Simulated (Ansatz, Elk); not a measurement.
# NaHfAl3: X-ray structure factors from the self-consistent density

Structure refinements treat a crystal as free atoms side by side. For a made-up structure of NaHfAl3 (cell and positions from a PBE relaxation) the runs below show what the calculated density changes in F(hkl).

Program: Elk 11.2.3 (patched build). Level of theory: DFT, PBE, all-electron APW+lo, Dirac cores, scalar-relativistic bands, static density, no spin. Results are calculated unless marked as measured.

The structure was built from a prototype and need not be the compound's stable phase.

## (1) Set-up

The structure is tetragonal, space group I4mm (No. 107). Conventional cell: a = 3.953 Å, b = 3.953 Å, c = 15.208 Å, α = 90.00°, β = 90.00°, γ = 90.00°. Hf has 8 Al at 2.80 to 2.88 Å nearest. Al has 6 Al at 2.79 to 2.82 Å and 2 Hf at 2.88 Å and 2 Na at 3.27 Å nearest. Nearest to Al lie 4 Hf at 2.80 Å and 4 Al at 2.82 Å and 1 Na at 2.98 Å. Nearest to Na lie 5 Al at 2.98 to 3.27 Å. Farther neighbours are not listed.

## (2) Ground state and structure factors

An all-electron density is needed, since X-rays see the cores too. Task 0 finds the density and task 195 Fourier-transforms it; tshift is off so that phases refer to the origin typed.

Input file elk.in:

```
tasks
  0
  195

xctype
  20

spinpol
  .false.

rgkmax
  7.0

gmaxvr
  14.0

lmaxo
  7

lmaxapw
  8

swidth
  0.002

tshift
  .false.

ramdisk
  .false.

hmaxvr
  5.5

maxscl
  120

epspot
  1e-06

sppath
  './'

avec
  -3.73478234823 3.73478234823 14.36929366943
  3.73478234823 -3.73478234823 14.36929366943
  3.73478234823 3.73478234823 -14.36929366943

atoms
  3
  'Hf.in'
  1
  0.9098207154 0.9098207154 -0.0000000000   0.000000 0.000000 0.000000
  'Al.in'
  3
  0.7717547158 0.2717547158 0.5000000000   0.000000 0.000000 0.000000
  0.2717547158 0.7717547158 0.5000000000   0.000000 0.000000 0.000000
  0.4042193823 0.4042193823 0.0000000000   0.000000 0.000000 0.000000
  'Na.in'
  1
  0.6003504708 0.6003504708 0.0000000000   0.000000 0.000000 0.000000

ngridk
  8 8 8
```

On the command line:

```sh
> OMP_NUM_THREADS=4 elk
```

Numbers of over 12 decimals in the logs are rounded to 6 here.

The program printed:

```text
┌─────────────────────────┐
│ Elk code version 11.2.3 │
└─────────────────────────┘

All units are atomic (Hartree, Bohr, etc.)

┌─────────────────────────────────────────────────┐
│ Ground-state run starting from atomic densities │
└─────────────────────────────────────────────────┘

Lattice vectors :
  -3.734782348       3.734782348       14.36929367
   3.734782348      -3.734782348       14.36929367
   3.734782348       3.734782348      -14.36929367

Reciprocal lattice vectors :
 -0.1032349769E-16  0.8411715491      0.2186323647
  0.8411715491     -0.1032349769E-16  0.2186323647
  0.8411715491      0.8411715491      0.7821070893E-18

Unit cell volume      :    801.7260721
Brillouin zone volume :   0.3093952187

Muffin-tin inner radius fraction :   0.1000000000E-01

Nuclei treated as point charges

Species : 1 (Hf)
 parameters loaded from : Hf.in
 name : hafnium
 nuclear charge    :   -72.00000000
 electronic charge :    72.00000000
 atomic mass :    325367.3659
 muffin-tin radius :    2.800000000
 number of radial points in muffin-tin :   1393
 inner part over the whole radius :   0.9942779402E-02
 number on inner part of muffin-tin    :    999
 approximate nuclear radius :   0.1000320365E-03
 number of mesh points to nuclear radius :    518
 atomic positions (lattice), magnetic fields (Cartesian) :
  1 :   0.90982072  0.90982072  0.00000000    0.00000000  0.00000000  0.00000000

Species : 2 (Al)
 parameters loaded from : Al.in
 name : aluminium
 nuclear charge    :   -13.00000000
 electronic charge :    13.00000000
 atomic mass :    49184.33496
 muffin-tin radius :    2.200000000
 number of radial points in muffin-tin :    793
 inner part over the whole radius :   0.9821194981E-02
 number on inner part of muffin-tin    :    552
 approximate nuclear radius :   0.5839653600E-04
 number of mesh points to nuclear radius :    244
 atomic positions (lattice), magnetic fields (Cartesian) :
  1 :   0.77175472  0.27175472  0.50000000    0.00000000  0.00000000  0.00000000
  2 :   0.27175472  0.77175472  0.50000000    0.00000000  0.00000000  0.00000000
  3 :   0.40421938  0.40421938  0.00000000    0.00000000  0.00000000  0.00000000

Species : 3 (Na)
 parameters loaded from : Na.in
 name : sodium
 nuclear charge    :   -11.00000000
 electronic charge :    11.00000000
 atomic mass :    41907.78703
 muffin-tin radius :    2.200000000
 number of radial points in muffin-tin :    793
 inner part over the whole radius :   0.9883648912E-02
 number on inner part of muffin-tin    :    551
 approximate nuclear radius :   0.5574345702E-04
 number of mesh points to nuclear radius :    238
 atomic positions (lattice), magnetic fields (Cartesian) :
  1 :   0.60035047  0.60035047  0.00000000    0.00000000  0.00000000  0.00000000

Total number of atoms per unit cell :    5
Total muffin-tin volume :    270.3612750
 ratio of muffin-tin to unit cell volume :   0.3372240026

Spin treatment :
 spin-unpolarised

Number of Bravais lattice symmetries :   16
Number of crystal symmetries         :    8
Crystal has no inversion symmetry
Complex Hermitian eigensolver will be used

k-point grid :      8     8     8
k-point offset :    0.000000000       0.000000000       0.000000000
k-point set is reduced with full crystal symmetry group
Total number of k-points :      100

Muffin-tin radius times maximum |G+k| :    7.000000000
 using average radius
Maximum |G+k| for APW functions       :    3.017241379
Maximum (1/2)|G+k|²                   :    4.551872771
Maximum |G| for potential and density :    14.00000000
Constant for pseudocharge density :   10
 order of it for each species :   17  17  17
 order of it for pair densities of each species (exact exchange by exxq0 0: 18) :   14   8   8
Radial integration step length :    1

G-vector grid sizes :     70    70    70
Number of G-vectors :    37101

Maximum angular momentum used for
 APW functions            :    8
 outer part of muffin-tin :    7
 inner part of muffin-tin :    2

Total nuclear charge    :   -122.0000000
[...]
correlation                 :     -6.243709
 electron entropic           :    -0.59000857080591E-03
 total energy                :     -15989.967154586

Density of states at Fermi energy :    42.16561664
 (states/Hartree/unit cell)

Estimated indirect band gap :   0.2962567522E-02
 from k-point 84 to k-point 31
Estimated direct band gap   :   0.1258027179E-01
 at k-point 84

Charges :
 core                        :    60.00000000
 valence                     :    62.00000000
 interstitial                :    7.659014298
 muffin-tins (core leakage)
  species : 1 (Hf)
   atom 1                    :    70.34312608     (  0.3153334660E-07)
  species : 2 (Al)
[...]
species : 3 (Na)
[...]
total in muffin-tins        :    114.3409857
 total calculated charge     :    121.9984229
 total charge                :    122.0000000
 error                       :   0.1577116738E-02

RMS change in Kohn-Sham potential (target) :   0.5604365034     (  0.1000000000E-05)
Absolute change in total energy (target)   :   0.4958880441E-01 (  0.1000000000E-03)

[... loops 3 to 17 left out ...]

┌──────────────────┐
│ Loop number : 18 │
└──────────────────┘

Energies :
 Fermi                       :     0.161117
 sum of occupied eigenvalues :     -9721.7701024879
 electron kinetic            :      17781.353370227
 core electron kinetic       :      17005.403522357
 Coulomb                     :     -33389.917355863
 Coulomb potential           :     -27007.078244288
 nuclear-nuclear             :     -933.34291416198
 electron-nuclear            :     -37921.738334346
 Hartree                     :      5465.1638926447
 Madelung                    :     -19886.378233719
 xc potential                :     -496.04522842722
 exchange                    :     -373.90718800744
 correlation                 :     -6.241008
 electron entropic           :    -0.58875454727346E-03
 total energy                :     -15988.712770036

Density of states at Fermi energy :    38.72878192
 (states/Hartree/unit cell)

Estimated indirect band gap :   0.1896537759E-02
 from k-point 1 to k-point 60
Estimated direct band gap   :   0.9195111055E-02
 at k-point 52

Charges :
 core                        :    60.00000000
 valence                     :    62.00000000
 interstitial                :    7.821519016
 muffin-tins (core leakage)
  species : 1 (Hf)
[...]
species : 2 (Al)
[...]
species : 3 (Na)
[...]
total in muffin-tins        :    114.1784810
 total calculated charge     :    121.9985508
 total charge                :    122.0000000
 error                       :   0.1449150097E-02

RMS change in Kohn-Sham potential (target) :   0.1474813197E-06 (  0.1000000000E-05)
Absolute change in total energy (target)   :   0.1191359115E-04 (  0.1000000000E-03)

Convergence targets achieved

┌──────────────────┐
│ Loop number : 19 │
└──────────────────┘

Energies :
 Fermi                       :     0.161117
 sum of occupied eigenvalues :     -9721.7700999642
 electron kinetic            :      17781.353375106
 core electron kinetic       :      17005.403527294
 Coulomb                     :     -33389.917353776
 Coulomb potential           :     -27007.078265294
 nuclear-nuclear             :     -933.34291416198
 electron-nuclear            :     -37921.738309081
 Hartree                     :      5465.1638694675
 Madelung                    :     -19886.378221129
 xc potential                :     -496.04520977566
 exchange                    :     -373.90718774221
 correlation                 :     -6.241008
 electron entropic           :    -0.58875452937851E-03
 total energy                :     -15988.712762796

Density of states at Fermi energy :    38.72878014
 (states/Hartree/unit cell)

Estimated indirect band gap :   0.1896533725E-02
 from k-point 1 to k-point 60
Estimated direct band gap   :   0.9195108320E-02
 at k-point 52

Charges :
 core                        :    60.00000000
 valence                     :    62.00000000
 interstitial                :    7.821519460
 muffin-tins (core leakage)
  species : 1 (Hf)
[...]
species : 2 (Al)
[...]
atom 2                    :    11.21616146     (  0.4700548741E-03)
   atom 3                    :    11.30900046     (  0.4789986223E-03)
  species : 3 (Na)
   atom 1                    :    10.04144694     ( -0.9715865756E-07)
 total in muffin-tins        :    114.1784805
 total calculated charge     :    121.9985508
 total charge                :    122.0000000
 error                       :   0.1449150156E-02

┌──────────────────────────────┐
│ Self-consistent loop stopped │
└──────────────────────────────┘

Warning : core states of species 2 leak from the muffin-tin :   0.4789986223E-03

Wrote STATE.OUT
```

Run time: 2.6 min. Hardware: 4 threads of Arm Neoverse V1, shared host; peak memory 0.3 GiB.

SFACRHO.OUT:

```text

h k l indices transformed by vhmat matrix:
   1.000000000       0.000000000       0.000000000    
   0.000000000       1.000000000       0.000000000    
   0.000000000       0.000000000       1.000000000    

      h      k      l  multipl.   |H|            Re(F)            Im(F)           |F|

      0      0      0      1   0.0000000       122.00000     -0.54842462E-17   122.00000    
      1      1     -1      1  0.43726473       13.681880      -71.668916       72.963192    
     -1     -1      1      1  0.43726473       13.681880       71.668916       72.963192    
     -1      0      1      4  0.86912006       39.078751       34.754306       52.297329    
      1      0      0      4  0.86912006       39.078751      -34.754306       52.297329    
      2      2     -2      1  0.87452946      -39.590572      -41.131232       57.089330    
     -2     -2      2      1  0.87452946      -39.590572       41.131232       57.089330    
     -2     -1      2      4   1.0666633      -3.2601233       61.686782       61.772870    
      2      1     -2      4   1.0666633      -3.2601233      -61.686782       61.772870    
      1     -1      0      4   1.1895962       61.145015      0.41713308E-14   61.145015    
      0      2     -1      4   1.2674145       49.623532      -51.067672       71.206755    
     -1     -1      2      4   1.2674145       49.623532       51.067672       71.206755    
     -3     -3      3      1   1.3117942      -86.241318      -1.2820690       86.250847    
      3      3     -3      1   1.3117942      -86.241318       1.2820690       86.250847    
      3      2     -2      4   1.3793376      -40.238859      -17.050519       43.702242    
     -3     -2      2      4   1.3793376      -40.238859       17.050519       43.702242    
      2      2     -1      4   1.4764623      -65.913148      -55.834197       86.382872    
     -3     -1      2      4   1.4764623      -65.913148       55.834197       86.382872
```

Elk indexes on the primitive cell of elk.in and gives |H| = 4π sin θ/λ in inverse bohr. Below, one row stands for each form hkl of the conventional cell (m members, Friedel mates merged), F is for one primitive cell and the density is static (no thermal factor). Free-atom factors are Waasmaier and Kirfel's, and R is Σm||F|−|F'||/Σm|F|.

```
hkl  m  sin θ/λ (Å⁻¹)  abs F, DFT  neutral atoms   diff.  abs of complex diff.
002  2          0.066      72.963         72.652  +0.311                 0.381
101  8          0.131      52.297         52.439  -0.142                 0.167
004  2          0.132      57.089         56.987  +0.102                 0.114
103  8          0.160      61.773         61.969  -0.196                 0.266
110  4          0.179      61.145         61.421  -0.276                 0.276
112  8          0.191      71.207         71.574  -0.368                 0.370
006  2          0.197      86.251         86.506  -0.255                 0.256
105  8          0.207      43.702         43.756  -0.053                 0.063
114  8          0.222      86.383         86.741  -0.358                 0.365
200  4          0.253      89.569         90.120  -0.551                 0.551
202  8          0.261      57.781         58.046  -0.264                 0.313
107  8          0.263      52.408         52.471  -0.063                 0.133
008  2          0.263      71.520         71.661  -0.141                 0.207
116  8          0.266      61.983         62.111  -0.128                 0.170
```

## (3) The highest occupied states alone

An energy window below the Fermi level keeps the highest occupied states, to see at which angles they scatter; shallow core shells can lie inside it and anion s states outside. No new self-consistency is needed.

elk.in: that of step 2 with these lines changed.

```diff
@@ -1,3 +1,2 @@
 tasks
-  0
   195
@@ -40,2 +39,5 @@
 
+wsfac
+  -0.279880 0.461120
+
 sppath
```

On the command line:

```sh
> OMP_NUM_THREADS=4 elk
```

The program printed:

```text
┌─────────────────────────────────┐
│ Elk code version 11.2.3 started │
└─────────────────────────────────┘

Info(readinput): the functional depends on the density's gradient
 muffin-tin radial points multiplied by    2.00000
 (not where nrmtscf is given)

┌────────────────────┐
│ Current task : 195 │
└────────────────────┘

Info(sfacrho): density structure factors written to SFACRHO.OUT

 Energy window :  -0.2798800000      0.4611200000

┌──────────────────┐
│ Elk code stopped │
└──────────────────┘
```

Run time: 17 s. Hardware: 4 threads; peak memory 0.2 GiB; 21 s of CPU time.

States within 12 eV below the Fermi level hold 14.00 electrons; any levels below the window count with the cores. Their amplitudes can exceed the total, where window and core parts have opposite phase:

```
hkl  sin θ/λ (Å⁻¹)  abs F, window  abs F, all
002          0.066          6.115      72.963
101          0.131          0.112      52.297
004          0.132          0.543      57.089
103          0.160          0.131      61.773
110          0.179          0.118      61.145
112          0.191          0.482      71.207
006          0.197          0.557      86.251
105          0.207          0.120      43.702
114          0.222          0.118      86.383
200          0.253          0.395      89.569
```

## (4) Another functional

The difference from free atoms is small, so it is set against the change that LDA (Perdew-Wang) makes.

elk.in: that of step 3 with these lines changed.

```diff
@@ -1,2 +1,3 @@
 tasks
+  0
   195
@@ -4,3 +5,3 @@
 xctype
-  20
+  3
 
@@ -39,5 +40,2 @@
 
-wsfac
-  -0.279880 0.461120
-
 sppath
```

On the command line:

```sh
> OMP_NUM_THREADS=4 elk
```

The program printed:

```text
┌─────────────────────────┐
│ Elk code version 11.2.3 │
└─────────────────────────┘

All units are atomic (Hartree, Bohr, etc.)

┌─────────────────────────────────────────────────┐
│ Ground-state run starting from atomic densities │
└─────────────────────────────────────────────────┘

Lattice vectors :
  -3.734782348       3.734782348       14.36929367
   3.734782348      -3.734782348       14.36929367
   3.734782348       3.734782348      -14.36929367

Reciprocal lattice vectors :
 -0.1032349769E-16  0.8411715491      0.2186323647
[...]
species : 1 (Hf)
[...]
species : 2 (Al)
[...]
atom 3                    :    11.32223052     (  0.5065804978E-03)
  species : 3 (Na)
   atom 1                    :    10.04328617     ( -0.1555072446E-05)
 total in muffin-tins        :    114.2682391
 total calculated charge     :    121.9984592
 total charge                :    122.0000000
 error                       :   0.1540792767E-02

┌──────────────────────────────┐
│ Self-consistent loop stopped │
└──────────────────────────────┘

Warning : core states of species 2 leak from the muffin-tin :   0.5065804978E-03

Wrote STATE.OUT
[key lines of the parts left out:]
total energy                :     -15976.256449021
```

Elapsed: 1.9 min, on 4 threads; peak memory 0.22 GiB.

Against the first run R = 0.03 %; the largest change is -0.066 at 220.

## (5) Basis size

A smaller basis shows how fast F responds to it; the change is likely larger than the basis error of the first run, but doesn't show convergence.

elk.in: that of step 4 with these lines changed.

```diff
@@ -5,3 +5,3 @@
 xctype
-  3
+  20
 
@@ -11,3 +11,3 @@
 rgkmax
-  7.0
+  5.5
```

On the command line:

```sh
> OMP_NUM_THREADS=4 elk
```

The program printed:

```text
┌─────────────────────────┐
│ Elk code version 11.2.3 │
└─────────────────────────┘

All units are atomic (Hartree, Bohr, etc.)

┌─────────────────────────────────────────────────┐
│ Ground-state run starting from atomic densities │
└─────────────────────────────────────────────────┘

Lattice vectors :
  -3.734782348       3.734782348       14.36929367
   3.734782348      -3.734782348       14.36929367
   3.734782348       3.734782348      -14.36929367

Reciprocal lattice vectors :
 -0.1032349769E-16  0.8411715491      0.2186323647
[...]
species : 1 (Hf)
[...]
species : 2 (Al)
[...]
atom 3                    :    11.30455648     (  0.4794836017E-03)
  species : 3 (Na)
   atom 1                    :    10.03472179     ( -0.9715865401E-07)
 total in muffin-tins        :    114.1354368
 total calculated charge     :    121.9986849
 total charge                :    122.0000000
 error                       :   0.1315132582E-02

┌──────────────────────────────┐
│ Self-consistent loop stopped │
└──────────────────────────────┘

Warning : core states of species 2 leak from the muffin-tin :   0.4794836017E-03

Wrote STATE.OUT
[key lines of the parts left out:]
total energy                :     -15988.677234044
```

Run time: 1.7 min. Hardware: 4 threads; peak memory 0.3 GiB.

Against the first run R = 0.01 %; the largest change is +0.027 at 220.

## (6) Settings against the effect

```
              run  R against the first run (%)  R against neutral atoms, low angle (%)  wall time
    PBE, rgkmax 7                         0.00                                    0.28    2.6 min
LDA (Perdew-Wang)                         0.03                                    0.28    1.9 min
       rgkmax 5.5                         0.01                                    0.28    1.7 min
```

## (7) What came out

```yaml
r_against_neutral_atoms_sin_theta_lambda_0p3_a_minus1: 0.28 %
r_against_neutral_atoms_0p3_to_0p73_a_minus1: 0.21 %
```

Independent neutral atoms miss the calculated amplitudes by R = 0.28 % below 0.3 Å⁻¹ and 0.21 % from there to 0.73 Å⁻¹; by shells, 0.29 % below 0.15 Å⁻¹ (3 forms), 0.28 % 0.15 to 0.3 (14 forms), 0.14 % 0.3 to 0.45 (27 forms), 0.24 % above 0.45 (105 forms). Bonding, aspherical density and the tables' own atoms all enter these figures, and the runs don't part them. The largest change of an amplitude is -0.55 electrons, at 200. R counts amplitudes alone; phases shift too. The window's part falls from 14.0 electrons at the origin to at most 0.20 between 0.45 and 0.73 Å⁻¹. Below 0.3 Å⁻¹ the changes that finished (LDA (Perdew-Wang) and rgkmax 5.5) move F by R = 0.02 % at most, against the 0.28 % that separates it from free atoms. The k-mesh has no finished test. Spin-orbit coupling is left out, which can matter for elements this heavy. Part of the difference isn't bonding: the tables are fits to free atoms and ions calculated by other methods than this functional. Thermal motion, anomalous dispersion and extinction are left out.

[Logs are printed without paths, hosts, clocks, repeated set-up lines and the standing remarks that a program may print on its own settings, such as how far it seeks lower states.]

[Hosts, paths, dates, database ids (printed as entryN), source tags and the programs' standing remarks are cut or masked in the printed files.]
